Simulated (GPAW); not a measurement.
# Core-hole calculation of the Ga K edge in GaAs (F-43m)

What does one-electron theory with a core hole give for the Ga K edge of GaAs (F-43m)?

Main program and level: GPAW 26.7.0; X-ray absorption from dipole matrix elements to empty bands, plane-wave PAW PBE.

Report form: the programs' logs are mostly left out.

### 1. The structure

It takes space group F-43m (No. 216, cubic). The conventional cell has a = 5.654 Å, b = 5.654 Å, c = 5.654 Å, α = 90.00°, β = 90.00°, γ = 90.00°. Nearest to As lie 4 Ga at 2.45 Å. Nearest to Ga lie 4 As at 2.45 Å. Farther neighbours are not listed.

Structure file:

```cif
data_structure
_symmetry_space_group_name_H-M 'F-43m'
_symmetry_Int_Tables_number 216
_cell_length_a 5.6537
_cell_length_b 5.6537
_cell_length_c 5.6537
_cell_angle_alpha 90.000
_cell_angle_beta 90.000
_cell_angle_gamma 90.000
_cell_volume 180.72
loop_
_atom_site_label
_atom_site_type_symbol
_atom_site_symmetry_multiplicity
_atom_site_Wyckoff_symbol
_atom_site_fract_x
_atom_site_fract_y
_atom_site_fract_z
_atom_site_occupancy
As1 As 4 c 0.25000 0.25000 0.25000 1
Ga1 Ga 4 a 0.00000 0.00000 0.00000 1
```

### 2. The field without a hole

A plain self-consistent run shows whether there is a gap, which decides the set-up of the core-hole run.

Input file scf.py:

```python
import numpy as np
from ase import Atoms
from ase.parallel import parprint, paropen
from gpaw import GPAW, PW, FermiDirac, Mixer, MixerDif, setup_paths
from gpaw.test import gen
setup_paths.insert(0, '.')
gen('Ga', name='nch1s', xcname='PBE', corehole=(1, 0, 0), write_xml=True)
from gpaw.mpi import world
world.barrier()

atoms = Atoms('AsGa',
    cell=[[0, 2.82685, 2.82685],
     [2.82685, 0, 2.82685],
     [2.82685, 2.82685, 0]],
    scaled_positions=[[0.75, 0.75, 0.75],
     [0, 0, 0]],
    pbc=True)
atoms.calc = calc = GPAW(legacy_gpaw=True, mode=PW(430, force_complex_dtype=True), xc='PBE', setups={1: 'nch1s'},
    kpts={'size': (8, 8, 8), 'gamma': True}, occupations=FermiDirac(0.05),
    charge=0, mixer=Mixer(0.1, 5, 50), maxiter=150,
    convergence={'density': 0.0001, 'eigenstates': 1e-6}, txt='scf.txt')
energy = atoms.get_potential_energy() + calc.get_reference_energy()
ef = calc.get_fermi_level()
out = dict(energy=energy, fermi=ef, forces=atoms.get_forces().tolist())
parprint(f'all-electron energy {energy:.4f} eV, Fermi level {ef:.4f} eV')
ev = np.array([[calc.get_eigenvalues(k, s) for k in range(len(calc.get_ibz_k_points()))] for s in range(calc.get_number_of_spins())])
out['homo'], out['lumo'], out['counts'] = ev[ev < ef].max(), ev[ev > ef].min(), sorted(set((ev < ef).sum((0, 2)).tolist()))
out['filled'] = (ev[:, 0] < ef).sum(1).tolist()
import json
with paropen('out.json', 'w') as f:
    json.dump(out, f)
```

The run is started by

```
OMP_NUM_THREADS=1 mpirun -n 4 gpaw python scf.py
```

Wall time 4.6 s (4 MPI ranks of Intel Xeon Platinum 8488C (Sapphire Rapids), shared host); peak memory 0.16 GiB.

The mesh shows a gap of 0.59 eV, so the hole is first treated in a charged cell, without the excited electron.

### 3. Spectrum without a core hole, Ga atom 2

This cheap baseline ignores the attraction of the hole: it shows the absorber's empty states as they are in the ground state. The data set with a hole of occupation 0 only carries the core orbital.

The absorber has 4 As at 2.45 Å (tetrahedral, site symmetry -43m).

Input file xas.py:

```python
import numpy as np
from ase import Atoms
from ase.parallel import parprint, paropen
from gpaw import GPAW, PW, FermiDirac, Mixer, MixerDif, setup_paths
from gpaw.test import gen
setup_paths.insert(0, '.')
gen('Ga', name='nch1s', xcname='PBE', corehole=(1, 0, 0), write_xml=True)
from gpaw.mpi import world
world.barrier()

atoms = Atoms('AsGa',
    cell=[[0, 2.82685, 2.82685],
     [2.82685, 0, 2.82685],
     [2.82685, 2.82685, 0]],
    scaled_positions=[[0.75, 0.75, 0.75],
     [0, 0, 0]],
    pbc=True)
atoms.calc = calc = GPAW(legacy_gpaw=True, mode=PW(430, force_complex_dtype=True), xc='PBE', setups={1: 'nch1s'},
    kpts={'size': (8, 8, 8), 'gamma': True}, occupations=FermiDirac(0.02),
    charge=0, mixer=Mixer(0.1, 5, 50), maxiter=150,
    convergence={'density': 0.0001, 'eigenstates': 1e-6}, txt='scf.txt')
energy = atoms.get_potential_energy() + calc.get_reference_energy()
ef = calc.get_fermi_level()
out = dict(energy=energy, fermi=ef, forces=atoms.get_forces().tolist())
parprint(f'all-electron energy {energy:.4f} eV, Fermi level {ef:.4f} eV')
ev = np.array([[calc.get_eigenvalues(k, s) for k in range(len(calc.get_ibz_k_points()))] for s in range(calc.get_number_of_spins())])
out['homo'], out['lumo'], out['counts'] = ev[ev < ef].max(), ev[ev > ef].min(), sorted(set((ev < ef).sum((0, 2)).tolist()))
out['filled'] = (ev[:, 0] < ef).sum(1).tolist()

from ase.units import Ha
from gpaw.xas import dipole_matrix_elements
nb = int(calc.get_number_of_electrons() / 2) + 30
top = nb
nscf = calc.fixed_density(kpts={'size': (6, 6, 6), 'gamma': True},
    convergence={'eigenstates': 1.0}, txt='nscf.txt')
nscf.diagonalize_full_hamiltonian(nbands=nb)
cell = atoms.cell.array
ops = [cell.T @ U.T @ np.linalg.inv(cell.T) for U in nscf.wfs.kd.symmetry.op_scc]
filled = [4]  # bands filled in the ground state, by spin
E = np.arange(-25, 34, 0.1)
fwhm = np.interp(E, [4, 25], [1.82, 3.5])
Y, X, zero, highest = 0, 0, 1e9, 1e9
for spin in range(nscf.get_number_of_spins()):
    wfs = nscf.wfs
    mine = wfs.bd.get_slice()  # this rank's bands
    A = dipole_matrix_elements(wfs.setups[1])
    eps = np.zeros((wfs.kd.nibzkpts, nb))
    d = np.zeros((3, A.shape[1], wfs.kd.nibzkpts, nb), complex)
    for kpt in wfs.kpt_u:
        if kpt.s == spin and 1 in kpt.P_ani:
            eps[kpt.k, mine] = kpt.eps_n * Ha
            d[:, :, kpt.k, mine] = (kpt.weight * wfs.nspins / 2) ** 0.5 * np.inner(A, kpt.P_ani[1])
    world.sum(eps)
    world.sum(d)
    T = np.einsum('amkn,bmkn->abkn', d, d.conj()).real
    T = sum(np.einsum('ai,ijkn,bj->abkn', R, T, R) for R in ops) / len(ops)
    empty = np.ones_like(eps, bool) & (np.arange(nb) >= filled[spin])
    zero, highest = min(zero, eps[empty].min()), min(highest, eps[:, top - 1].min())
    lines = [(eps, T, empty)] if spin == 0 else lines + [(eps, T, empty)]
for eps, T, empty in lines:
    f = np.einsum('aakn->akn', T).reshape(3, -1)
    x = eps.ravel() - zero
    w = np.interp(x, E, fwhm) / 2.35482
    g = np.exp(-0.5 * ((E[:, None] - x) / w) ** 2) / (w * (2 * np.pi) ** 0.5)
    Y = Y + (f * empty.ravel()) @ g.T
    X = X + (f * ~empty.ravel()) @ g.T
out.update(E=E.round(2).tolist(), xas=Y.tolist(), xes=X.tolist(), zero=zero, valid=highest - zero, nk=len(eps), nb=nb)
for i in range(0, len(E), 10):
    parprint(f'{E[i]:7.2f}', *(f'{v:10.3e}' for v in Y[:, i]))
import json
with paropen('out.json', 'w') as f:
    json.dump(out, f)
```

The run is started by

```
OMP_NUM_THREADS=1 mpirun -n 4 gpaw python xas.py
```

The job ended after 9.5 s (4 MPI ranks; peak memory 0.26 GiB).

The Ga K spectrum, Ga atom 2, no core hole (energy from the lowest empty level; intensity scaled to a mean of 1 over the first 20 eV):

| E (eV) | intensity |
| --- | --- |
| -2.00 | 0.00 |
| -1.25 | 0.00 |
| -0.50 | 0.02 |
| 0.25 | 0.10 |
| 1.00 | 0.28 |
| 1.75 | 0.49 |
| 2.50 | 0.75 |
| 3.25 | 1.17 |
| 4.00 | 1.49 |
| 4.75 | 1.41 |
| 5.50 | 1.20 |
| 6.25 | 1.23 |
| 7.00 | 1.36 |
| 7.75 | 1.18 |
| 8.50 | 0.89 |
| 9.25 | 0.82 |
| 10.00 | 0.94 |
| 10.75 | 1.14 |
| 11.50 | 1.41 |
| 12.25 | 1.56 |
| 13.00 | 1.38 |
| 13.75 | 1.02 |
| 14.50 | 0.82 |
| 15.25 | 0.88 |
| 16.00 | 0.99 |
| 16.75 | 0.97 |
| 17.50 | 0.85 |
| 18.25 | 0.75 |
| 19.00 | 0.76 |
| 19.75 | 0.86 |
| 20.50 | 0.95 |
| 21.25 | 0.97 |
| 22.00 | 0.91 |
| 22.75 | 0.81 |
| 23.50 | 0.73 |
| 24.25 | 0.70 |
| 25.00 | 0.72 |
| 25.75 | 0.77 |
| 26.50 | 0.82 |
| 27.25 | 0.87 |
| 28.00 | 0.89 |
| 28.75 | 0.90 |
| 29.50 | 0.90 |
| 30.25 | 0.93 |
| 31.00 | 0.96 |
| 31.75 | 0.97 |

Main maxima below 30 eV (height): 4.2 eV (1.51), 7.0 eV (1.36), 12.2 eV (1.56), 16.2 eV (1.00) and 21.0 eV (0.98). A K edge sees empty p states on the absorber.

The same matrix elements for filled bands give the Ga K emission of Ga atom 2 (ground-state approximation; energy from the lowest empty level, largest value 1):

| E (eV) | emission |
| --- | --- |
| -24.00 | 0.00 |
| -23.25 | 0.00 |
| -22.50 | 0.00 |
| -21.75 | 0.00 |
| -21.00 | 0.00 |
| -20.25 | 0.00 |
| -19.50 | 0.00 |
| -18.75 | 0.00 |
| -18.00 | 0.00 |
| -17.25 | 0.00 |
| -16.50 | 0.00 |
| -15.75 | 0.00 |
| -15.00 | 0.00 |
| -14.25 | 0.00 |
| -13.50 | 0.01 |
| -12.75 | 0.04 |
| -12.00 | 0.09 |
| -11.25 | 0.11 |
| -10.50 | 0.07 |
| -9.75 | 0.02 |
| -9.00 | 0.00 |
| -8.25 | 0.02 |
| -7.50 | 0.06 |
| -6.75 | 0.10 |
| -6.00 | 0.11 |
| -5.25 | 0.19 |
| -4.50 | 0.44 |
| -3.75 | 0.79 |
| -3.00 | 0.99 |
| -2.25 | 0.90 |
| -1.50 | 0.58 |
| -0.75 | 0.26 |
| 0.00 | 0.07 |
| 0.75 | 0.01 |
| 1.50 | 0.00 |
| 2.25 | 0.00 |
| 3.00 | 0.00 |

Emission maxima: -11.4 eV (0.11) and -2.8 eV (1.00).

### 4. Reference energy of the supercell

The photon energy needs a difference of total energies, so the cell and mesh of the coming hole run are first run without a hole.

Changes to scf.py since step 2:

```diff
@@ -10,11 +10,17 @@
 
-atoms = Atoms('AsGa',
-    cell=[[0, 2.82685, 2.82685],
-     [2.82685, 0, 2.82685],
-     [2.82685, 2.82685, 0]],
+atoms = Atoms('As4Ga4',
+    cell=[[0, 0, 5.6537],
+     [5.6537, 0, 0],
+     [0, 5.6537, 0]],
     scaled_positions=[[0.75, 0.75, 0.75],
-     [0, 0, 0]],
+     [0.75, 0.25, 0.25],
+     [0.25, 0.25, 0.75],
+     [0.25, 0.75, 0.25],
+     [0, 0, 0],
+     [0, 0.5, 0.5],
+     [0.5, 0.5, 0],
+     [0.5, 0, 0.5]],
     pbc=True)
-atoms.calc = calc = GPAW(legacy_gpaw=True, mode=PW(430, force_complex_dtype=True), xc='PBE', setups={1: 'nch1s'},
-    kpts={'size': (8, 8, 8), 'gamma': True}, occupations=FermiDirac(0.05),
+atoms.calc = calc = GPAW(legacy_gpaw=True, mode=PW(430, force_complex_dtype=True), xc='PBE', setups={4: 'nch1s'},
+    kpts={'size': (3, 3, 3), 'gamma': True}, occupations=FermiDirac(0.02),
     charge=0, mixer=Mixer(0.1, 5, 50), maxiter=150,
```

The run is started by

```
OMP_NUM_THREADS=1 mpirun -n 4 gpaw python scf.py
```

It took 5.8 s on 4 MPI ranks; peak memory 0.21 GiB; 22 s of CPU time.

Reference energy: -457583.394 eV with the cores included.

### 5. Spectrum with FCH, Ga atom 2

The holes are 5.7 Å apart. In GPAW the data set carries the hole's charge, so charge=0 means a charged cell and charge=-1 a neutral one. The excited electron is left out and a uniform background balances the charge. After the field has converged, empty bands are computed with the density fixed and the dipole matrix elements are summed.

Changes to xas.py since step 3:

```diff
@@ -6,3 +6,3 @@
 setup_paths.insert(0, '.')
-gen('Ga', name='nch1s', xcname='PBE', corehole=(1, 0, 0), write_xml=True)
+gen('Ga', name='fch1s', xcname='PBE', corehole=(1, 0, 1), write_xml=True)
 from gpaw.mpi import world
@@ -10,11 +10,17 @@
 
-atoms = Atoms('AsGa',
-    cell=[[0, 2.82685, 2.82685],
-     [2.82685, 0, 2.82685],
-     [2.82685, 2.82685, 0]],
+atoms = Atoms('As4Ga4',
+    cell=[[0, 0, 5.6537],
+     [5.6537, 0, 0],
+     [0, 5.6537, 0]],
     scaled_positions=[[0.75, 0.75, 0.75],
-     [0, 0, 0]],
+     [0.75, 0.25, 0.25],
+     [0.25, 0.25, 0.75],
+     [0.25, 0.75, 0.25],
+     [0, 0, 0],
+     [0, 0.5, 0.5],
+     [0.5, 0.5, 0],
+     [0.5, 0, 0.5]],
     pbc=True)
-atoms.calc = calc = GPAW(legacy_gpaw=True, mode=PW(430, force_complex_dtype=True), xc='PBE', setups={1: 'nch1s'},
-    kpts={'size': (8, 8, 8), 'gamma': True}, occupations=FermiDirac(0.02),
+atoms.calc = calc = GPAW(legacy_gpaw=True, mode=PW(430, force_complex_dtype=True), xc='PBE', setups={4: 'fch1s'},
+    kpts={'size': (3, 3, 3), 'gamma': True}, occupations=FermiDirac(0.02),
     charge=0, mixer=Mixer(0.1, 5, 50), maxiter=150,
@@ -31,11 +37,10 @@
 from gpaw.xas import dipole_matrix_elements
-nb = int(calc.get_number_of_electrons() / 2) + 30
-top = nb
-nscf = calc.fixed_density(kpts={'size': (6, 6, 6), 'gamma': True},
-    convergence={'eigenstates': 1.0}, txt='nscf.txt')
-nscf.diagonalize_full_hamiltonian(nbands=nb)
+nb = int(calc.get_number_of_electrons() / 2) + 110
+top, nb = nb, nb + 8 + nb // 12
+nscf = calc.fixed_density(kpts={'size': (4, 4, 4), 'gamma': True}, nbands=nb,
+    convergence={'bands': top, 'eigenstates': 5e-3}, maxiter=60, txt='nscf.txt')
 cell = atoms.cell.array
 ops = [cell.T @ U.T @ np.linalg.inv(cell.T) for U in nscf.wfs.kd.symmetry.op_scc]
-filled = [4]  # bands filled in the ground state, by spin
-E = np.arange(-25, 34, 0.1)
+filled = [16]  # bands filled in the ground state, by spin
+E = np.arange(-6, 34, 0.1)
 fwhm = np.interp(E, [4, 25], [1.82, 3.5])
@@ -45,3 +50,3 @@
     mine = wfs.bd.get_slice()  # this rank's bands
-    A = dipole_matrix_elements(wfs.setups[1])
+    A = dipole_matrix_elements(wfs.setups[4])
     eps = np.zeros((wfs.kd.nibzkpts, nb))
@@ -49,5 +54,5 @@
     for kpt in wfs.kpt_u:
-        if kpt.s == spin and 1 in kpt.P_ani:
+        if kpt.s == spin and 4 in kpt.P_ani:
             eps[kpt.k, mine] = kpt.eps_n * Ha
-            d[:, :, kpt.k, mine] = (kpt.weight * wfs.nspins / 2) ** 0.5 * np.inner(A, kpt.P_ani[1])
+            d[:, :, kpt.k, mine] = (kpt.weight * wfs.nspins / 2) ** 0.5 * np.inner(A, kpt.P_ani[4])
     world.sum(eps)
```

The run is started by

```
OMP_NUM_THREADS=1 mpirun -n 4 gpaw python xas.py
```

The job ended after 20 s (4 MPI ranks; peak memory 0.25 GiB).

The Ga K spectrum, Ga atom 2, full core hole (charged cell) (energy from the lowest empty level; intensity scaled to a mean of 1 over the first 20 eV):

| E (eV) | intensity |
| --- | --- |
| -2.0 | 0.00 |
| -1.5 | 0.00 |
| -1.0 | 0.00 |
| -0.5 | 0.02 |
| 0.0 | 0.08 |
| 0.5 | 0.21 |
| 1.0 | 0.41 |
| 1.5 | 0.67 |
| 2.0 | 0.95 |
| 2.5 | 1.21 |
| 3.0 | 1.43 |
| 3.5 | 1.65 |
| 4.0 | 1.86 |
| 4.5 | 1.91 |
| 5.0 | 1.75 |
| 5.5 | 1.46 |
| 6.0 | 1.20 |
| 6.5 | 1.06 |
| 7.0 | 1.03 |
| 7.5 | 1.04 |
| 8.0 | 1.00 |
| 8.5 | 0.91 |
| 9.0 | 0.83 |
| 9.5 | 0.83 |
| 10.0 | 0.89 |
| 10.5 | 1.00 |
| 11.0 | 1.10 |
| 11.5 | 1.19 |
| 12.0 | 1.23 |
| 12.5 | 1.21 |
| 13.0 | 1.16 |
| 13.5 | 1.07 |
| 14.0 | 0.96 |
| 14.5 | 0.85 |
| 15.0 | 0.75 |
| 15.5 | 0.68 |
| 16.0 | 0.64 |
| 16.5 | 0.65 |
| 17.0 | 0.69 |
| 17.5 | 0.73 |
| 18.0 | 0.77 |
| 18.5 | 0.79 |
| 19.0 | 0.79 |
| 19.5 | 0.78 |
| 20.0 | 0.77 |
| 20.5 | 0.76 |
| 21.0 | 0.76 |
| 21.5 | 0.76 |
| 22.0 | 0.76 |
| 22.5 | 0.75 |
| 23.0 | 0.74 |
| 23.5 | 0.72 |
| 24.0 | 0.71 |
| 24.5 | 0.70 |
| 25.0 | 0.71 |
| 25.5 | 0.72 |
| 26.0 | 0.73 |
| 26.5 | 0.75 |
| 27.0 | 0.76 |
| 27.5 | 0.77 |
| 28.0 | 0.78 |
| 28.5 | 0.78 |
| 29.0 | 0.79 |
| 29.5 | 0.82 |
| 30.0 | 0.84 |
| 30.5 | 0.88 |

Main maxima below 30 eV (height): 4.4 eV (1.92), 12.2 eV (1.23) and 18.8 eV (0.79). 

### 6. With and without the hole

Both curves are counted from their own zero, so only the shift of weight within the empty states shows.

| E (eV) | no hole | FCH |
| --- | --- | --- |
| -2.0 | 0.00 | 0.00 |
| -1.0 | 0.01 | 0.00 |
| 0.0 | 0.06 | 0.08 |
| 1.0 | 0.28 | 0.41 |
| 2.0 | 0.57 | 0.95 |
| 3.0 | 1.02 | 1.43 |
| 4.0 | 1.49 | 1.86 |
| 5.0 | 1.33 | 1.75 |
| 6.0 | 1.19 | 1.20 |
| 7.0 | 1.36 | 1.03 |
| 8.0 | 1.07 | 1.00 |
| 9.0 | 0.82 | 0.83 |
| 10.0 | 0.94 | 0.89 |
| 11.0 | 1.23 | 1.10 |
| 12.0 | 1.55 | 1.23 |
| 13.0 | 1.38 | 1.16 |
| 14.0 | 0.92 | 0.96 |
| 15.0 | 0.84 | 0.75 |
| 16.0 | 0.99 | 0.64 |
| 17.0 | 0.94 | 0.69 |
| 18.0 | 0.77 | 0.77 |
| 19.0 | 0.76 | 0.79 |
| 20.0 | 0.89 | 0.77 |
| 21.0 | 0.98 | 0.76 |
| 22.0 | 0.91 | 0.76 |
| 23.0 | 0.78 | 0.74 |
| 24.0 | 0.70 | 0.71 |
| 25.0 | 0.72 | 0.71 |
| 26.0 | 0.79 | 0.73 |
| 27.0 | 0.85 | 0.76 |
| 28.0 | 0.89 | 0.78 |
| 29.0 | 0.90 | 0.79 |
| 30.0 | 0.92 | 0.84 |

With each curve scaled to its own mean, the area from −2 to 6 eV with the hole is 7.1 against 5.3, and the centre of weight from −1 to 20 eV moves by -0.8 eV: the hole pulls the absorber's empty states down.

### 7. Outcome

| Item | Value |
| --- | --- |
| absorber and edge | Ga K, atom 2 of the ground-state input (counted from 1) |
| surroundings | 4 As at 2.45 Å (tetrahedral, site symmetry -43m) |
| highest intensity below 24 eV | 4.4 eV above the zero, height 1.92 |

**Reading.** The Ga K edge of atom 2, with 4 As at 2.45 Å (tetrahedral, site symmetry -43m), has its highest intensity of the first 24 eV at 4.4 eV above the zero, 1.9 times the mean level of the first 20 eV (Gaussian full width 1.82 eV up to 4 eV, rising linearly to 3.5 eV at 25 eV). With each curve scaled to its own mean, the area from −2 to 6 eV with the hole is 7.1 against 5.3, and the centre of weight from −1 to 20 eV moves by -0.8 eV: the hole pulls the absorber's empty states down. The script folds with a Gaussian, whereas the core hole's own line is a Lorentzian, so the onset is too steep and the first peak too high. The holes are only 5.7 Å apart, so the shape is probably not converged with cell size; no larger cell was run here. The structure is a published determination, not relaxed.

[Logs are printed without paths, hosts, clocks, repeated set-up lines and the standing remarks that a program may print on its own settings, such as how far it seeks lower states.]

[Hosts, paths, dates, database ids (printed as entryN), source tags and the programs' standing remarks are cut or masked in the printed files.]

[Lists of maxima count a maximum above −3 eV only where it reaches 4 % of the highest in the window and stands out from its surroundings by 2 % of it (1.5 % where it reaches 55 %); shoulders and weaker maxima are passed over, and of the rest the first, up to two pre-edge ones and the few strongest are named.]
